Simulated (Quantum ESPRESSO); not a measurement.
# MnPt: orders under biaxial strain

Wanted: the trend of the moments of MnPt with biaxial strain.

Program: Quantum ESPRESSO 7.5. Level of theory: LDA; plane waves with GBRV 1.5 LDA potentials, no spin-orbit coupling. Results are calculated unless marked as measured.

## (1) Starting point

The structure is tetragonal, space group P4/mmm (No. 123). Conventional cell: a = 2.830 Å, b = 2.830 Å, c = 3.660 Å, α = 90.00°, β = 90.00°, γ = 90.00°. Nearest to Mn lie 8 Pt at 2.71 Å and 4 Mn at 2.83 Å. Pt has 8 Mn at 2.71 Å and 4 Pt at 2.83 Å nearest. Farther neighbours are not listed.

The cell comes from the Crystallography Open Database.

## (2) Biaxial 0.94, ferro +

Lengths in the Cartesian xy plane scale by the factor; z is kept. Atoms keep their fractional places. Seeded atoms are those given a starting moment.

ASE passes magmoms on as starting_magnetization. pw.x reads values of 1 or more as Bohr magnetons; where all are smaller, it reads them as fractions of the valence charge.

File pw.py:

```python
from ase import Atoms
from ase.calculators.espresso import Espresso, EspressoProfile

atoms = Atoms(['Mn', 'Pt'],
    cell=[[2.6602, 0.0, 0.0],
         [0.0, 2.6602, 0.0],
         [0.0, 0.0, 3.66]],
    scaled_positions=[[0.0, 0.0, 0.0],
         [0.5, 0.5, 0.5]],
    pbc=True,
    magmoms=[3.5, 0.0])
input_data = {
    'control': {'calculation': 'scf', 'prefix': 'pwscf', 'outdir': './tmp', 'disk_io': 'nowf', 'tprnfor': True, 'tstress': True},
    'system': {'ecutwfc': 40.0, 'ecutrho': 280.0, 'nbnd': 24, 'occupations': 'smearing', 'smearing': 'fd', 'degauss': 0.00734986, 'nspin': 2},
    'electrons': {'conv_thr': 4e-09, 'electron_maxstep': 150, 'mixing_beta': 0.3},
}
atoms.calc = Espresso(
    profile=EspressoProfile(command='mpirun -n 4 pw.x -nk 4', pseudo_dir='pseudo'),
    pseudopotentials={'Mn': 'mn_lda_v1.5.uspp.F.UPF', 'Pt': 'pt_lda_v1.4.uspp.F.UPF'},
    input_data=input_data,
    kpts=(10, 10, 10),
    koffset=(0, 0, 0))
atoms.get_potential_energy()
energy = atoms.calc.results['free_energy']
print(f'free energy: {energy:.6f} eV')
print('site moments (muB):', atoms.get_magnetic_moments().round(3))
```

Command:

```
$ OMP_NUM_THREADS=1 python3 pw.py > pw.log
```

Log:

```text
free energy: -5741.836922 eV
site moments (muB): [2.068 0.128]

--- espresso.pwo ---
Program PWSCF v.7.5 starts

Warning: card &CELL ignored
Warning: card &FCP ignored
Warning: card &RISM ignored

     Message from routine setup:
     using ibrav=0 with symmetry is DISCOURAGED, use correct ibrav instead

     K-points division:     npool     =       4
     Subspace diagonalization in iterative solution of the eigenvalue problem:

     bravais-lattice index     =            0
     lattice parameter (alat)  =       5.0270  a.u.
     unit-cell volume          =     174.7858 (a.u.)^3
     number of atoms/cell      =            2
     number of atomic types    =            2
     number of electrons       =        31.00
     number of Kohn-Sham states=           24
     kinetic-energy cutoff     =      40.0000  Ry
     charge density cutoff     =     280.0000  Ry
     scf convergence threshold =      4.0E-09
     mixing beta               =       0.3000
     number of iterations used =            8  plain     mixing
     Exchange-correlation=  SLA  PZ   NOGX NOGC
                           (   1   1   0   0   0   0   0)

     celldm(1)=   5.027049  celldm(2)=   0.000000  celldm(3)=   0.000000
     celldm(4)=   0.000000  celldm(5)=   0.000000  celldm(6)=   0.000000

     crystal axes: (cart. coord. in units of alat)
               a(1) = (   1.000000   0.000000   0.000000 )
               a(2) = (   0.000000   1.000000   0.000000 )
               a(3) = (   0.000000   0.000000   1.375836 )

     reciprocal axes: (cart. coord. in units 2 pi/alat)
               b(1) = (  1.000000  0.000000  0.000000 )
               b(2) = (  0.000000  1.000000  0.000000 )
               b(3) = (  0.000000  0.000000  0.726831 )

     PseudoPot. # 1 for Mn read from file:
     mn_lda_v1.5.uspp.F.UPF
     Pseudo is Ultrasoft + core correction, Zval = 15.0

     PseudoPot. # 2 for Pt read from file:
     pt_lda_v1.4.uspp.F.UPF
     Pseudo is Ultrasoft + core correction, Zval = 16.0

     atomic species   valence    mass     pseudopotential
     Mn               15.00    54.93804     Mn( 1.00)
     Pt               16.00   195.08400     Pt( 1.00)

     Starting magnetic structure
     atomic species   magnetization
     Mn              0.233
     Pt              0.000

     16 Sym. Ops., with inversion, found

   Cartesian axes

     site n.     atom                  positions (alat units)
         1        Mn     tau(   1) = (   0.0000000   0.0000000   0.0000000  )
         2        Pt     tau(   2) = (   0.5000000   0.5000000   0.6879182  )

     number of k points=   126  Fermi-Dirac smearing, width (Ry)=  0.0073

     Number of k-points >= 100: set verbosity='high' to print them.

     Dense  grid:    13869 G-vectors     FFT dimensions: (  27,  27,  40)

     Smooth grid:     5991 G-vectors     FFT dimensions: (  24,  24,  27)

     Check: negative core charge=   -0.000035
     Generating pointlists ...
     new r_m :   0.4069 (alat units)  2.0457 (a.u.) for type    1
     new r_m :   0.4069 (alat units)  2.0457 (a.u.) for type    2

     Initial potential from superposition of free atoms

     starting charge      29.9999, renormalised to      31.0000

     negative rho (up, down):  9.427E-02 9.446E-02
     Starting wfcs are   25 randomized atomic wfcs

     Self-consistent Calculation

     iteration #  1     ecut=    40.00 Ry     beta= 0.30
     Davidson diagonalization with overlap
     ethr =  1.00E-02,  avg # of iterations =  4.5

     negative rho (up, down):  8.935E-02 8.948E-02

     total energy              =    -421.68545755 Ry
     estimated scf accuracy    <       2.33378725 Ry

     total magnetization       =     1.92 Bohr mag/cell
     absolute magnetization    =     2.16 Bohr mag/cell

     iteration #  2     ecut=    40.00 Ry     beta= 0.30
     Davidson diagonalization with overlap
     ethr =  7.53E-03,  avg # of iterations =  2.0

     negative rho (up, down):  8.936E-02 8.913E-02

     total energy              =    -421.79134915 Ry
     estimated scf accuracy    <       1.05702003 Ry

     total magnetization       =     2.42 Bohr mag/cell
     absolute magnetization    =     2.45 Bohr mag/cell

     [... further iterations left out ...]

     iteration # 13     ecut=    40.00 Ry     beta= 0.30
     Davidson diagonalization with overlap
     ethr =  1.75E-09,  avg # of iterations =  2.1

     negative rho (up, down):  8.749E-02 8.588E-02

     total energy              =    -422.01726675 Ry
     estimated scf accuracy    <       0.00000004 Ry

     total magnetization       =     2.23 Bohr mag/cell
     absolute magnetization    =     2.29 Bohr mag/cell

     iteration # 14     ecut=    40.00 Ry     beta= 0.30
     Davidson diagonalization with overlap
     ethr =  1.37E-10,  avg # of iterations =  2.2

     negative rho (up, down):  8.749E-02 8.588E-02

     Magnetic moment per site  (integrated on atomic sphere of radius R)
     atom   1 (R=0.407)  charge= 13.6537  magn=  2.0678
     atom   2 (R=0.407)  charge= 13.6631  magn=  0.1275

     End of self-consistent calculation

     Number of k-points >= 100: set verbosity='high' to print the bands.

     the Fermi energy is    21.6047 ev

!    total energy              =    -422.01726678 Ry
     estimated scf accuracy    <          3.9E-09 Ry
     smearing contrib. (-TS)   =      -0.00676712 Ry
     internal energy E=F+TS    =    -422.01049966 Ry

     The total energy is F=E-TS. E is the sum of the following terms:
     one-electron contribution =    -100.14614730 Ry
     hartree contribution      =      74.13261328 Ry
     xc contribution           =     -83.10309200 Ry
     ewald contribution        =    -312.89387363 Ry

     total magnetization       =     2.23 Bohr mag/cell
     absolute magnetization    =     2.29 Bohr mag/cell

     convergence has been achieved in  14 iterations

     negative rho (up, down):  8.749E-02 8.588E-02

     Forces acting on atoms (cartesian axes, Ry/au):

     atom    1 type  1   force =     0.00000000    0.00000000    0.00000000
     atom    2 type  2   force =     0.00000000    0.00000000    0.00000000

     Total force =     0.000000     Total SCF correction =     0.000000

     Computing stress (Cartesian axis) and pressure

     negative rho (up, down):  8.749E-02 8.588E-02
          total   stress  (Ry/bohr**3)                   (kbar)     P=      -20.24
  -0.00019900   0.00000000   0.00000000          -29.27        0.00        0.00
   0.00000000  -0.00019900   0.00000000            0.00      -29.27        0.00
   0.00000000   0.00000000  -0.00001481            0.00        0.00       -2.18

=------------------------------------------------------------------------------=
   JOB DONE.
=------------------------------------------------------------------------------=
```

Elapsed: 25 s, on 4 MPI ranks of Intel Xeon 6975P-C (Granite Rapids), shared host; peak memory 0.44 GiB.

Spin moment in the atom's sphere by atom:

| atom | spin moment in the atom's sphere (μB) |
| --- | --- |
| Mn1 | 2.07 |
| Pt2 | 0.13 |

Numbers from this step:

```
smearing term TS       : 0.09207 eV
pressure               : -2.024 GPa
magnetization          : 2.228 μB
absolute magnetization : 2.29 μB
final state            : ferromagnetic
```

## (3) Biaxial 0.94, antiferro q=(1/2,1/2,0) +-

The wavevector q is in fractions of the reciprocal vectors of the crystal's primitive cell, as the cells of these inputs are built from it; moments change sign between cells as cos(2π q·R).

File pw.py:

```python
from ase import Atoms
from ase.calculators.espresso import Espresso, EspressoProfile

atoms = Atoms(['Mn', 'Mn', 'Pt', 'Pt'],
    cell=[[5.3204, 0.0, 0.0],
         [2.6602, 2.6602, 0.0],
         [0.0, 0.0, 3.66]],
    scaled_positions=[[0.0, 0.0, 0.0],
         [0.5, 0.0, 0.0],
         [0.0, 0.5, 0.5],
         [0.5, 0.5, 0.5]],
    pbc=True,
    magmoms=[3.5, -3.5, 0.0, 0.0])
input_data = {
    'control': {'calculation': 'scf', 'prefix': 'pwscf', 'outdir': './tmp', 'disk_io': 'nowf', 'tprnfor': True, 'tstress': True},
    'system': {'ecutwfc': 40.0, 'ecutrho': 280.0, 'nbnd': 41, 'occupations': 'smearing', 'smearing': 'fd', 'degauss': 0.00734986, 'nspin': 2},
    'electrons': {'conv_thr': 8e-09, 'electron_maxstep': 150, 'mixing_beta': 0.3},
}
atoms.calc = Espresso(
    profile=EspressoProfile(command='mpirun -n 4 pw.x -nk 4', pseudo_dir='pseudo'),
    pseudopotentials={'Mn': 'mn_lda_v1.5.uspp.F.UPF', 'Pt': 'pt_lda_v1.4.uspp.F.UPF'},
    input_data=input_data,
    kpts=(5, 10, 10),
    koffset=(0, 0, 0))
atoms.get_potential_energy()
energy = atoms.calc.results['free_energy']
print(f'free energy: {energy:.6f} eV')
print('site moments (muB):', atoms.get_magnetic_moments().round(3))
```

File espresso.pwi:

```
&CONTROL
   calculation      = 'scf'
   tstress          = .true.
   tprnfor          = .true.
   outdir           = './tmp'
   prefix           = 'pwscf'
   disk_io          = 'nowf'
   pseudo_dir       = 'pseudo'
/
&SYSTEM
   nbnd             = 41
   ecutwfc          = 40.0
   ecutrho          = 280.0
   occupations      = 'smearing'
   degauss          = 0.00734986
   smearing         = 'fd'
   nspin            = 2
   starting_magnetization(1) = 3.5
   starting_magnetization(2) = -3.5
   starting_magnetization(3) = 0.0
   ntyp             = 3
   nat              = 4
   ibrav            = 0
/
&ELECTRONS
   electron_maxstep = 150
   conv_thr         = 8e-09
   mixing_beta      = 0.3
/
&IONS
/
&CELL
/
&FCP
/
&RISM
/
ATOMIC_SPECIES
Mn  54.938044 mn_lda_v1.5.uspp.F.UPF
Mn1 54.938044 mn_lda_v1.5.uspp.F.UPF
Pt  195.084 pt_lda_v1.4.uspp.F.UPF

K_POINTS automatic
5 10 10  0 0 0

CELL_PARAMETERS angstrom
5.32040000000000 0.00000000000000 0.00000000000000
2.66020000000000 2.66020000000000 0.00000000000000
0.00000000000000 0.00000000000000 3.66000000000000

ATOMIC_POSITIONS angstrom
Mn  0.0000000000 0.0000000000 0.0000000000  
Mn1 2.6602000000 0.0000000000 0.0000000000  
Pt  1.3301000000 1.3301000000 1.8300000000  
Pt  3.9903000000 1.3301000000 1.8300000000
```

Command:

```
$ OMP_NUM_THREADS=1 python3 pw.py > pw.log
```

Log:

```text
     [... lines left out ...]
free energy: -11484.327263 eV
site moments (muB): [ 3.133 -3.133 -0.    -0.   ]
--- espresso.pwo ---
Program PWSCF v.7.5 starts
     [... lines left out ...]
     number of atoms/cell      =            4
     [... lines left out ...]
     number of electrons       =        62.00
     number of Kohn-Sham states=           41
     kinetic-energy cutoff     =      40.0000  Ry
     charge density cutoff     =     280.0000  Ry
     scf convergence threshold =      8.0E-09
     [... lines left out ...]
     16 Sym. Ops., with inversion, found
     [... lines left out ...]
     number of k points=    72  Fermi-Dirac smearing, width (Ry)=  0.0073
     [... lines left out ...]
     iteration # 14     ecut=    40.00 Ry     beta= 0.30
     [... lines left out ...]
     Magnetic moment per site  (integrated on atomic sphere of radius R)
     atom   1 (R=0.203)  charge= 13.6251  magn=  3.1330
     atom   2 (R=0.203)  charge= 13.6250  magn= -3.1330
     atom   3 (R=0.203)  charge= 13.7050  magn= -0.0000
     atom   4 (R=0.203)  charge= 13.7050  magn= -0.0000
     [... lines left out ...]
     the Fermi energy is    22.0334 ev
!    total energy              =    -844.08255892 Ry
     estimated scf accuracy    <          4.4E-09 Ry
     smearing contrib. (-TS)   =      -0.00465908 Ry
     [... lines left out ...]
     total magnetization       =     0.00 Bohr mag/cell
     absolute magnetization    =     6.62 Bohr mag/cell
     convergence has been achieved in  14 iterations
     [... lines left out ...]
     Total force =     0.000000     Total SCF correction =     0.000000
     [... lines left out ...]
          total   stress  (Ry/bohr**3)                   (kbar)     P=       85.70
     [... lines left out ...]
```

Elapsed: 60 s, on 4 MPI ranks; peak memory 0.61 GiB; 3.9 min of CPU time.

Spin moment in the atom's sphere by atom:

| atom | spin moment in the atom's sphere (μB) |
| --- | --- |
| Mn1 | 3.13 |
| Mn2 | -3.13 |
| Pt3 | 0.00 |
| Pt4 | 0.00 |

Read from the output:

```yaml
smearing_term_ts: 0.06339 eV
pressure: 8.570 GPa
magnetization: 0 μB
absolute_magnetization: 6.62 μB
final_state: antiferromagnetic
```

[end of part 1 of 2]

[Logs and program files are shortened in this print: banners, set-up blocks, solver, clock and traceback lines can be left out without a mark of their own.]

[Logs are printed without paths, hosts, clocks, repeated set-up lines and the standing remarks that a program may print on its own settings, such as how far it seeks lower states.]

[Hosts, paths, dates, database ids (printed as entryN), source tags and the programs' standing remarks are cut or masked in the printed files.]

[Where a cell is said to come from a database of computed structures, the database is the Materials Project.]
